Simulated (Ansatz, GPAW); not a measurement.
# Geometry or basis: what sets the conductance of octane-1,8-dithiol between two Pt chains

Wanted: T(E) of octane-1,8-dithiol between two Pt chains at a relaxed geometry in two programs, beside the unrelaxed structure.

Calculated with GPAW 26.7.0 and Ansatz 0.2.0; Ansatz plane waves; relaxation of the junction with the lead ends held; PAW set soft_1, in the first sound run; inputs show where later runs differ.

**1. Starting point**

The cell holds 42 atoms: 16 Pt, 2 S, 16 H and 8 C. Cell: a = 12.580 Å, b = 9.599 Å, c = 49.334 Å, α = 90.0°, β = 90.0°, γ = 90.0°. Regions: left lead, 8 atoms (8 Pt); channel, 26 atoms (2 S, 16 H and 8 C); right lead, 8 atoms (8 Pt). Vacuum lies along a and b. The structure is stacked along c, and the current runs across the ab planes.

**2. Relaxation**

Transmission follows bond lengths closely, so the atoms between the held lead ends are relaxed first, from a slightly shaken start that lets symmetry break.

Input file input.yaml:

```yaml
crystal:
  lattice:
    - [12.5800846122, 0.0, 0.0]
    - [0.0, 9.598779823, 0.0]
    - [0.0, 0.0, 49.3337706378]
  atoms:
    - { symbol: Pt, position: [0.5, 0.5, 0.0243241087] }
    - { symbol: Pt, position: [0.5, 0.5, 0.0729723261] }
    - { symbol: Pt, position: [0.5, 0.5, 0.1216205435] }
    - { symbol: Pt, position: [0.5, 0.5, 0.170268761] }
    - { symbol: Pt, position: [0.5, 0.5, 0.2189169784] }
    - { symbol: Pt, position: [0.5, 0.5, 0.2675651958] }
    - { symbol: Pt, position: [0.5007266654, 0.4967496365, 0.3166697646] }
    - { symbol: Pt, position: [0.502242985, 0.49390224, 0.3640697717] }
    - { symbol: S, position: [0.3457401388, 0.5744326963, 0.387218055] }
    - { symbol: H, position: [0.3430589767, 0.382905247, 0.4180445276] }
    - { symbol: C, position: [0.3373408138, 0.4963968426, 0.4205603152] }
    - { symbol: H, position: [0.2562958347, 0.5149176217, 0.4281577249] }
    - { symbol: H, position: [0.5045978544, 0.5276782927, 0.4302283796] }
    - { symbol: C, position: [0.4221736586, 0.5520022963, 0.4389812341] }
    - { symbol: H, position: [0.4148922794, 0.6603147418, 0.441710384] }
    - { symbol: H, position: [0.4258379004, 0.3675182544, 0.4651438165] }
    - { symbol: C, position: [0.4220665244, 0.4782087456, 0.466717211] }
    - { symbol: H, position: [0.3365632126, 0.5014483884, 0.4765958599] }
    - { symbol: H, position: [0.581627691, 0.5116239573, 0.4766598706] }
    - { symbol: C, position: [0.5049925297, 0.5366337295, 0.4863665723] }
    - { symbol: H, position: [0.4938690366, 0.6482875004, 0.4882486994] }
    - { symbol: H, position: [0.5050659744, 0.3551626361, 0.5119582598] }
    - { symbol: C, position: [0.4981782569, 0.4659013924, 0.5141395643] }
    - { symbol: H, position: [0.4196062397, 0.4811967342, 0.5226443775] }
    - { symbol: H, position: [0.6603746182, 0.4984817729, 0.5239234093] }
    - { symbol: C, position: [0.5866058039, 0.5178162868, 0.5335601552] }
    - { symbol: H, position: [0.571020135, 0.6327263293, 0.5352171923] }
    - { symbol: H, position: [0.5854846311, 0.3408088096, 0.559095794] }
    - { symbol: C, position: [0.5753711068, 0.450374808, 0.5614465768] }
    - { symbol: H, position: [0.4970409874, 0.4681796425, 0.5689701104] }
    - { symbol: H, position: [0.7394625182, 0.4877903128, 0.5713458059] }
    - { symbol: C, position: [0.6644634274, 0.5057922478, 0.5798204286] }
    - { symbol: H, position: [0.6563985869, 0.6188776962, 0.5827062904] }
    - { symbol: S, position: [0.6529865879, 0.4234453275, 0.6125396196] }
    - { symbol: Pt, position: [0.4971482553, 0.5015219824, 0.6348529245] }
    - { symbol: Pt, position: [0.500029795, 0.5015025243, 0.6840581236] }
    - { symbol: Pt, position: [0.5, 0.5, 0.7324348042] }
    - { symbol: Pt, position: [0.5, 0.5, 0.7810830216] }
    - { symbol: Pt, position: [0.5, 0.5, 0.829731239] }
    - { symbol: Pt, position: [0.5, 0.5, 0.8783794565] }
    - { symbol: Pt, position: [0.5, 0.5, 0.9270276739] }
    - { symbol: Pt, position: [0.5, 0.5, 0.9756758913] }
kpoints:
  mp_grid: { grid: [1, 1, 2] }
hamiltonian:
  xc: pbe
  pseudopotentials: { kind: paw, azcp: { folder: soft_1 } }
scf:
  occupations: { method: fermi_dirac, width: 0.1 }
relax:
  f_tol: 0.03
  max_steps: 80
  constraints: [{ sites: [0, 1, 2, 3, 4, 5, 36, 37, 38, 39, 40, 41] }]
```

Run with:

```console
> ansatz run input.yaml --threads 4 --pin off --max-ram 8192MiB --backend cpu --events-out ev --progress --plain --runs-dir out
```

Numbers of over 12 decimals in the logs are rounded to 6 here.

Log:

```text
Engine: ansatz 0.2.0, x86_64-unknown-linux-gnu
Pseudopotentials: kind: paw
Pseudopotential: Pt, paw, valence charge 18, recommended cutoff 420 eV (normal), soft_1/Pt.paw.azcp
Pseudopotential: S, paw, valence charge 6, recommended cutoff 420 eV (normal), soft_1/S.paw.azcp
Pseudopotential: H, paw, valence charge 1, recommended cutoff 420 eV (normal), soft_1/H.paw.azcp
Pseudopotential: C, paw, valence charge 4, recommended cutoff 420 eV (normal), soft_1/C.paw.azcp
Functional definition: PBE
  parameter kappa = 0.804
  parameter beta = 0.066725
  exchange = pbe_x(kappa = kappa, mu = beta*pi^2/3)
  correlation = pbe_c(beta = beta)
Crystal: 42 atoms, lattice volume = 5957.224 Å³
Basis set: ecut = 420 eV, 116259 PW (Γ), exchange–correlation on 180×144×720 points (8 copies of the dense FFT grid, shifted against one another)
Bands: 216, of which v1, the nominal top of the filled ones, is band 174 counted from 1 (173 counted from 0)
Symmetry: 1 space group operations
Space group: P1 (ITA 1), of the structure as read, at distance tolerance 1.8e-4 Å
k-points: 2
Non-local potential: Pt, projectors of the file, l = 0: 3, l = 1: 2, l = 2: 2, l = 3: 1
Non-local potential: S, projectors of the file, l = 0: 2, l = 1: 2, l = 2: 1
Non-local potential: H, projectors of the file, l = 0: 2, l = 1: 1
Non-local potential: C, projectors of the file, l = 0: 2, l = 1: 2, l = 2: 1
PAW form: soft (Blöchl's): semilocal exchange-correlation on the pseudo side does not see the compensation charge
PAW one-centre angular grid: Pt, 590 points (default); XC on 64 Gauss nodes
PAW one-centre angular grid: S, 110 points (default); XC on 64 Gauss nodes
PAW one-centre angular grid: H, 110 points (default); XC on 64 Gauss nodes
PAW one-centre angular grid: C, 110 points (default); XC on 64 Gauss nodes
Initial density: superposition of atomic densities (neutral atoms: chi_scale 0, normalization atom)
Initial wavefunctions: pseudopotential atomic-orbital guess
Functional: x = pbe(κ = 0.804, μ = 0.219515), c = pbe(β = 0.066725)
SCF iter   1: F=—  HF=-204442.125423 eV  |F-HF|=—  |Δ(HF+E_count)|=         —  Δρ=3.03e-2  dr2=6.32e1  ethr=3.10e-3  ⟨swp⟩=8.0  Hψ=1932  notcnv=0  defer=26
preconditioner: auto → LDOS  [metal: Δε(μ)=0.040 eV  Ē_g=6.421 eV  σ=0.100 eV  W_gap=0.10  n_scr=512 (ndim 8)  ℏωp=7.0 eV  f_vac=0.803  D(μ)=26.12/eV (n_scr^D=72)  β→1.0]
SCF iter   2: F=—  HF=-204451.734292 eV  |F-HF|=—  |Δ(HF+E_count)|=    9.61e0  Δρ=4.13e-2  dr2=6.73e2  ethr=3.10e-3  ⟨swp⟩=7.0  Hψ=1198  notcnv=0  defer=40  recentre
SCF iter   3: F=—  HF=-204426.842285 eV  |F-HF|=—  |Δ(HF+E_count)|=    2.49e1  Δρ=1.31e-2  dr2=1.69e1  ethr=3.10e-3  ⟨swp⟩=4.0  Hψ=1018  notcnv=0  defer=46
SCF iter   4: F=—  HF=-204424.160713 eV  |F-HF|=—  |Δ(HF+E_count)|=    2.68e0  Δρ=3.91e-3  dr2=5.16e0  ethr=3.10e-3  ⟨swp⟩=5.0  Hψ=1018  notcnv=0  defer=41
SCF iter   5: F=—  HF=-204423.328909 eV  |F-HF|=—  |Δ(HF+E_count)|=   8.32e-1  Δρ=2.13e-3  dr2=2.90e0  ethr=1.48e-3  ⟨swp⟩=6.0  Hψ=1048  notcnv=0  defer=32
SCF iter   6: F=—  HF=-204423.064102 eV  |F-HF|=—  |Δ(HF+E_count)|=   2.65e-1  Δρ=1.73e-3  dr2=1.68e0  ethr=8.32e-4  ⟨swp⟩=4.0  Hψ=524  notcnv=0  defer=39
SCF iter   7: F=—  HF=-204422.668666 eV  |F-HF|=—  |Δ(HF+E_count)|=   3.95e-1  Δρ=1.01e-3  dr2=2.66e-1  ethr=4.83e-4  ⟨swp⟩=3.0  Hψ=949  notcnv=0  defer=44
SCF iter   8: F=—  HF=-204422.708783 eV  |F-HF|=—  |Δ(HF+E_count)|=   4.01e-2  Δρ=1.56e-3  dr2=1.40e0  ethr=7.64e-5  ⟨swp⟩=4.0  Hψ=988  notcnv=0  defer=43  recentre
SCF iter   9: F=—  HF=-204422.612347 eV  |F-HF|=—  |Δ(HF+E_count)|=   9.64e-2  Δρ=6.09e-4  dr2=1.48e-1  ethr=7.64e-5  ⟨swp⟩=2.0  Hψ=587  notcnv=0  defer=43
SCF iter  10: F=—  HF=-204422.572153 eV  |F-HF|=—  |Δ(HF+E_count)|=   4.02e-2  Δρ=2.33e-4  dr2=1.36e-2  ethr=4.26e-5  ⟨swp⟩=2.0  Hψ=593  notcnv=0  defer=43
SCF iter  11: F=—  HF=-204422.567490 eV  |F-HF|=—  |Δ(HF+E_count)|=   4.66e-3  Δρ=9.26e-5  dr2=1.67e-3  ethr=3.89e-6  ⟨swp⟩=2.0  Hψ=727  notcnv=0  defer=43
SCF iter  12: F=—  HF=-204422.567124 eV  |F-HF|=—  |Δ(HF+E_count)|=   3.66e-4  Δρ=3.77e-5  dr2=2.12e-4  ethr=4.81e-7  ⟨swp⟩=2.5  Hψ=608  notcnv=0  defer=43
SCF iter  13: F=—  HF=-204422.567126 eV  |F-HF|=—  |Δ(HF+E_count)|=   2.74e-6  Δρ=1.87e-5  dr2=5.02e-5  ethr=6.09e-8  ⟨swp⟩=2.0  Hψ=608  notcnv=0  defer=43
SCF iter  14: F=-204422.567133 eV  HF=-204422.567136 eV  |F-HF|=2.52e-6  |Δ(HF+E_count)|=   9.35e-6  Δρ=8.23e-6  dr2=8.85e-6  ethr=6.47e-9  ⟨swp⟩=4.0  Hψ=1311  notcnv=0
SCF 1 converged in 14 iterations: F = -204422.567133 eV  dr2 = 8.85e-6
  greatest PAW one-centre occupation: 1.000 electrons in one spin orbital (limit 2), on the Pt atom at site 6 (counted from 0), in its partial waves of l = 0
relax step   1: F+E_penalty+E_count = -204422.56713321 eV  Δ(F+E_penalty+E_count) = +0.000e0 eV  max|allowed force component| = 2.900e0 eV/Å  Δτ_max = 0.0000 Å  (14 SCF iters, dr2 threshold 2.25e-5 eV, accepted)
Initial density: handed on by an earlier stage of this run
Initial wavefunctions: those handed on with the density
iter 1 solved again at ethr=1.90e-3 eV; its pass at ethr=3.10e-3 eV (dr2=6.60e0 eV) is discarded
SCF iter   1: F=—  HF=-204424.140697 eV  |F-HF|=—  |Δ(HF+E_count)|=         —  Δρ=7.26e-3  dr2=6.53e0  ethr=1.90e-3  ⟨swp⟩=1.0  Hψ=1880  notcnv=0  defer=42
preconditioner: auto → LDOS  [metal: Δε(μ)=0.055 eV  Ē_g=6.611 eV  σ=0.100 eV  W_gap=0.14  n_scr=512 (ndim 8)  ℏωp=7.1 eV  f_vac=0.820  D(μ)=32.03/eV (n_scr^D=98)  β→1.0]
SCF iter   2: F=—  HF=-204423.975765 eV  |F-HF|=—  |Δ(HF+E_count)|=   1.65e-1  Δρ=2.65e-3  dr2=7.48e-1  ethr=1.88e-3  ⟨swp⟩=3.0  Hψ=653  notcnv=0  defer=42
SCF iter   3: F=—  HF=-204423.851065 eV  |F-HF|=—  |Δ(HF+E_count)|=   1.25e-1  Δρ=1.33e-3  dr2=1.99e-1  ethr=2.15e-4  ⟨swp⟩=2.5  Hψ=845  notcnv=0  defer=42
SCF iter   4: F=—  HF=-204423.806949 eV  |F-HF|=—  |Δ(HF+E_count)|=   4.41e-2  Δρ=3.44e-4  dr2=1.13e-2  ethr=5.73e-5  ⟨swp⟩=2.5  Hψ=674  notcnv=0  defer=42
SCF iter   5: F=—  HF=-204423.806469 eV  |F-HF|=—  |Δ(HF+E_count)|=   4.80e-4  Δρ=1.36e-4  dr2=2.89e-3  ethr=3.26e-6  ⟨swp⟩=2.0  Hψ=632  notcnv=0  defer=42
SCF iter   6: F=—  HF=-204423.806963 eV  |F-HF|=—  |Δ(HF+E_count)|=   4.94e-4  Δρ=7.57e-5  dr2=7.99e-4  ethr=8.31e-7  ⟨swp⟩=2.0  Hψ=471  notcnv=0  defer=42
SCF iter   7: F=—  HF=-204423.807090 eV  |F-HF|=—  |Δ(HF+E_count)|=   1.27e-4  Δρ=3.31e-5  dr2=1.47e-4  ethr=2.30e-7  ⟨swp⟩=2.0  Hψ=440  notcnv=0  defer=42
SCF iter   8: F=-204423.807100 eV  HF=-204423.807102 eV  |F-HF|=2.54e-6  |Δ(HF+E_count)|=   1.25e-5  Δρ=1.65e-5  dr2=3.56e-5  ethr=2.87e-8  ⟨swp⟩=3.0  Hψ=1565  notcnv=0
SCF 2 converged in 8 iterations: F = -204423.807100 eV  dr2 = 3.56e-5
[...]
SCF iter   2: F=—  HF=-204425.283789 eV  |F-HF|=—  |Δ(HF+E_count)|=   5.15e-3  Δρ=3.05e-4  dr2=9.43e-3  ethr=1.69e-5  ⟨swp⟩=3.0  Hψ=685  notcnv=0  defer=39
SCF iter   3: F=—  HF=-204425.281706 eV  |F-HF|=—  |Δ(HF+E_count)|=   2.08e-3  Δρ=1.34e-4  dr2=1.92e-3  ethr=2.71e-6  ⟨swp⟩=3.0  Hψ=682  notcnv=0  defer=39
SCF iter   4: F=—  HF=-204425.281285 eV  |F-HF|=—  |Δ(HF+E_count)|=   4.21e-4  Δρ=4.92e-5  dr2=2.93e-4  ethr=5.51e-7  ⟨swp⟩=3.0  Hψ=692  notcnv=0  defer=39
SCF iter   5: F=—  HF=-204425.281306 eV  |F-HF|=—  |Δ(HF+E_count)|=   2.19e-5  Δρ=2.96e-5  dr2=1.12e-4  ethr=8.43e-8  ⟨swp⟩=3.0  Hψ=696  notcnv=0  defer=39
SCF iter   6: F=—  HF=-204425.281400 eV  |F-HF|=—  |Δ(HF+E_count)|=   9.35e-5  Δρ=1.27e-5  dr2=1.91e-5  ethr=3.23e-8  ⟨swp⟩=3.0  Hψ=584  notcnv=0  defer=39
SCF iter   7: F=—  HF=-204425.281532 eV  |F-HF|=—  |Δ(HF+E_count)|=   1.32e-4  Δρ=4.74e-6  dr2=2.81e-6  ethr=5.48e-9  ⟨swp⟩=2.0  Hψ=595  notcnv=0  defer=39
SCF iter   8: F=—  HF=-204425.281534 eV  |F-HF|=—  |Δ(HF+E_count)|=   2.10e-6  Δρ=2.21e-6  dr2=6.88e-7  ethr=8.07e-10  ⟨swp⟩=2.0  Hψ=621  notcnv=0  defer=39
SCF iter   9: F=—  HF=-204425.281534 eV  |F-HF|=—  |Δ(HF+E_count)|=   6.27e-7  Δρ=1.05e-6  dr2=1.52e-7  ethr=1.98e-10  ⟨swp⟩=2.0  Hψ=598  notcnv=0  defer=39
SCF iter  10: F=-204425.281535 eV  HF=-204425.281535 eV  |F-HF|=3.25e-8  |Δ(HF+E_count)|=   2.79e-7  Δρ=4.39e-7  dr2=2.54e-8  ethr=2.87e-11  ⟨swp⟩=4.0  Hψ=1217  notcnv=0
SCF 30 converged in 10 iterations: F = -204425.281535 eV  dr2 = 2.54e-8
relax step  30: F+E_penalty+E_count = -204425.28153464 eV  Δ(F+E_penalty+E_count) = -2.618e-4 eV  max|allowed force component| = 1.819e-2 eV/Å  Δτ_max = 0.0423 Å  (10 SCF iters, accepted)
SCF converged after 10 iterations
Free energy (F): -204425.281535 eV
Harris-Foulkes:  -204425.281535 eV  (|F-HF|=3.25e-8)
Internal energy: -204424.239252 eV  (E = F + TS)
E sigma→0 (E₀):  -204424.760393 eV
Entropy (-TS):   -1.042282 eV (-24.816 meV/atom)
Fermi energy:    -4.234559 eV
--- Per-component energies (eV) ---
  E_band       = -10267.456821
  E_kinetic    = 10673.922035
  E_local      = -122703.228387  (includes V_loc(G=0)·N_el)
  E_nonlocal   = 3546.934116
  E_hartree    = 54260.520280
  E_xc         = -4367.933553
  E_vxc        = -5086.837725  (∫ρ·V_xc dr)
  E_paw        = -153789.071682  (= ΣΔE_a)
  E_vpaw       = -5219.289946  (= ΣTr[D̂ρ^β])
  E_aug_tail   = 0.000543  (compensation charges beyond the density's cutoff)
  E_ewald      = 7954.617396
  E_smearing   = -1.042282  (= −TS)
  E_closure    = 0.000000  (closes the sum)
  Σ components = -204425.281535   (vs F -204425.281535, Δ=0.00e0)
--- Forces (eV/Å), atoms counted from 1 ---
  atom   1  Pt     0.01652841    -0.02718682    -0.02403297
  atom   2  Pt     0.06374801    -0.07590379    -0.01569146
  atom   3  Pt     0.00084452    -0.00637369     0.02412725
  atom   4  Pt    -0.05327977     0.05665476     0.10189683
  atom   5  Pt    -0.12787970     0.15498442    -0.12714157
  atom   6  Pt     0.15088373    -0.16535637    -0.52541086
  atom   7  Pt    -0.00241739     0.00147055    -0.00257477
  atom   8  Pt     0.00471953     0.00340097    -0.00019268
  atom   9  S     -0.00036121    -0.00070715    -0.00694703
  atom  10  H      0.00002384    -0.00073127    -0.00027189
  atom  11  C     -0.00330679     0.00295091     0.01819027
  atom  12  H      0.00228529     0.00074556     0.00002036
  atom  13  H     -0.00242090    -0.00171910    -0.00040704
  atom  14  C      0.00029710    -0.00181054    -0.01050911
  atom  15  H      0.00169598    -0.00047437    -0.00073648
  atom  16  H     -0.00551826     0.00413100     0.00227869
  atom  17  C      0.00015766    -0.00296230     0.01417598
  atom  18  H      0.00728273     0.00512140     0.00075886
  atom  19  H     -0.00824410    -0.00548713    -0.00084256
  atom  20  C      0.00023979     0.00313247    -0.01171441
  atom  21  H      0.00618650    -0.00442676    -0.00231184
  atom  22  H     -0.00653716     0.00473553     0.00240665
  atom  23  C      0.00004155    -0.00405815     0.01198647
  atom  24  H      0.00834822     0.00558016     0.00095465
  atom  25  H     -0.00786236    -0.00536086    -0.00105642
  atom  26  C      0.00097840     0.00461665    -0.01222892
  atom  27  H      0.00566475    -0.00412346    -0.00232772
  atom  28  H     -0.00351853     0.00183615     0.00139108
  atom  29  C     -0.00026625    -0.00287450     0.00762949
  atom  30  H      0.00359870     0.00265331     0.00115308
  atom  31  H     -0.00241494    -0.00120812    -0.00075360
  atom  32  C      0.00013718     0.00369608    -0.01131046
  atom  33  H      0.00182536    -0.00123833    -0.00105895
  atom  34  S     -0.00105598    -0.00399954     0.00886163
  atom  35  Pt     0.00181996    -0.00124131    -0.00432319
  atom  36  Pt    -0.00315776     0.00013733     0.00028410
  atom  37  Pt    -0.14921492     0.16296464     0.52502369
  atom  38  Pt     0.12814269    -0.15458891     0.12744259
  atom  39  Pt     0.05334192    -0.05639113    -0.10233784
  atom  40  Pt    -0.00102175     0.00639534    -0.02423563
  atom  41  Pt    -0.06386431     0.07592715     0.01574023
  atom  42  Pt    -0.01644065     0.02707822     0.02409582
  max |Σ_I F_I| component: 1.10e-5 eV/Å
--- Relaxed structure (30 steps of the walk, 30 accepted, 0 SCFs on fresh bases) ---
  F+E_penalty+E_count = -204425.28153464 eV   max|allowed force component| = 1.819e-2 eV/Å
  atoms:
    - { symbol: Pt, position: [0.500000, 0.5, 0.0243241087] }
    - { symbol: Pt, position: [0.500000, 0.5, 0.0729723261] }
    - { symbol: Pt, position: [0.500000, 0.5, 0.1216205435] }
    - { symbol: Pt, position: [0.500000, 0.5, 0.170268761] }
    - { symbol: Pt, position: [0.500000, 0.5, 0.2189169784] }
    - { symbol: Pt, position: [0.500000, 0.5, 0.2675651958] }
    - { symbol: Pt, position: [0.419070, 0.625449, 0.303563] }
    - { symbol: Pt, position: [0.507976, 0.657788, 0.345973] }
    - { symbol: S, position: [0.459288, 0.709174, 0.386364] }
    - { symbol: H, position: [0.540781, 0.497245, 0.404174] }
    - { symbol: C, position: [0.470885, 0.559321, 0.409656] }
    - { symbol: H, position: [0.399554, 0.494704, 0.406879] }
    - { symbol: H, position: [0.548122, 0.684179, 0.440362] }
    - { symbol: C, position: [0.478373, 0.615295, 0.438728] }
    - { symbol: H, position: [0.408354, 0.680661, 0.443001] }
    - { symbol: H, position: [0.556010, 0.433376, 0.455656] }
    - { symbol: C, position: [0.486539, 0.499558, 0.460136] }
    - { symbol: H, position: [0.416343, 0.431124, 0.458682] }
    - { symbol: H, position: [0.565793, 0.625505, 0.490403] }
    - { symbol: C, position: [0.495797, 0.556547, 0.489127] }
    - { symbol: H, position: [0.426274, 0.622881, 0.493520] }
    - { symbol: H, position: [0.574070, 0.376655, 0.506490] }
    - { symbol: C, position: [0.504526, 0.442965, 0.510876] }
    - { symbol: H, position: [0.434545, 0.373980, 0.509598] }
    - { symbol: H, position: [0.583880, 0.568544, 0.541313] }
    - { symbol: C, position: [0.513739, 0.500006, 0.539864] }
    - { symbol: H, position: [0.444215, 0.566107, 0.544338] }
    - { symbol: H, position: [0.592097, 0.319098, 0.557030] }
    - { symbol: C, position: [0.522002, 0.384360, 0.561289] }
    - { symbol: H, position: [0.452325, 0.315340, 0.559658] }
    - { symbol: H, position: [0.600658, 0.505228, 0.593124] }
    - { symbol: C, position: [0.529394, 0.440473, 0.590351] }
    - { symbol: H, position: [0.459434, 0.502485, 0.595816] }
    - { symbol: S, position: [0.541108, 0.290794, 0.613681] }
    - { symbol: Pt, position: [0.492251, 0.341923, 0.654075] }
    - { symbol: Pt, position: [0.581284, 0.374716, 0.696463] }
    - { symbol: Pt, position: [0.500000, 0.5, 0.7324348042] }
    - { symbol: Pt, position: [0.500000, 0.5, 0.781083] }
    - { symbol: Pt, position: [0.500000, 0.5, 0.829731239] }
    - { symbol: Pt, position: [0.500000, 0.5, 0.878379] }
    - { symbol: Pt, position: [0.500000, 0.5, 0.9270276739] }
    - { symbol: Pt, position: [0.500000, 0.5, 0.975676] }
```

It took 35 min on 4 threads of AMD EPYC 7R43, shared host; peak memory 7.3 GiB.

The steps of the relaxation (22 of 30):

| step | energy less that of the first step (eV) | largest force component (eV/Å) |
| --- | --- | --- |
| 1 | 0.0000 | 2.9004 |
| 2 | -1.2400 | 0.9326 |
| 4 | -1.6635 | 0.4154 |
| 5 | -1.8627 | 0.3772 |
| 7 | -2.2015 | 0.1973 |
| 8 | -2.3420 | 0.2690 |
| 9 | -2.4599 | 0.1818 |
| 11 | -2.5654 | 0.1042 |
| 12 | -2.5802 | 0.2015 |
| 13 | -2.6001 | 0.2354 |
| 15 | -2.6327 | 0.2016 |
| 16 | -2.6419 | 0.1751 |
| 18 | -2.6641 | 0.1974 |
| 19 | -2.6750 | 0.1607 |
| 20 | -2.6855 | 0.0796 |
| 22 | -2.6983 | 0.0627 |
| 23 | -2.7043 | 0.0412 |
| 24 | -2.7073 | 0.0558 |
| 26 | -2.7114 | 0.0619 |
| 27 | -2.7125 | 0.0530 |
| 29 | -2.7141 | 0.0320 |
| 30 | -2.7144 | 0.0182 |

The atoms that moved most (Å):

| atom | dx | dy | dz | length |
| --- | --- | --- | --- | --- |
| H10 | 2.487 | 1.098 | -0.684 | 2.804 |
| H33 | -2.478 | -1.117 | 0.647 | 2.794 |
| H12 | 1.802 | -0.194 | -1.050 | 2.095 |
| H31 | -1.746 | 0.167 | 1.074 | 2.057 |
| S9 | 1.428 | 1.293 | -0.042 | 1.927 |
| S34 | -1.407 | -1.273 | 0.056 | 1.899 |
| C32 | -1.699 | -0.627 | 0.519 | 1.884 |
| C11 | 1.680 | 0.604 | -0.538 | 1.865 |

Numbers from this step:

```
free energy         : -204425.2815 eV
smearing term TS    : 1.042 eV
symmetry operations : 1
```

The relaxation lowered the energy of the cell by 2.71 eV.

(Continued in part 2 of 4.)

[Logs are printed without paths, hosts, clocks, repeated set-up lines and the standing remarks that a program may print on its own settings, such as how far it seeks lower states.]

[Hosts, paths, dates, database ids (printed as entryN), source tags and the programs' standing remarks are cut or masked in the printed files.]
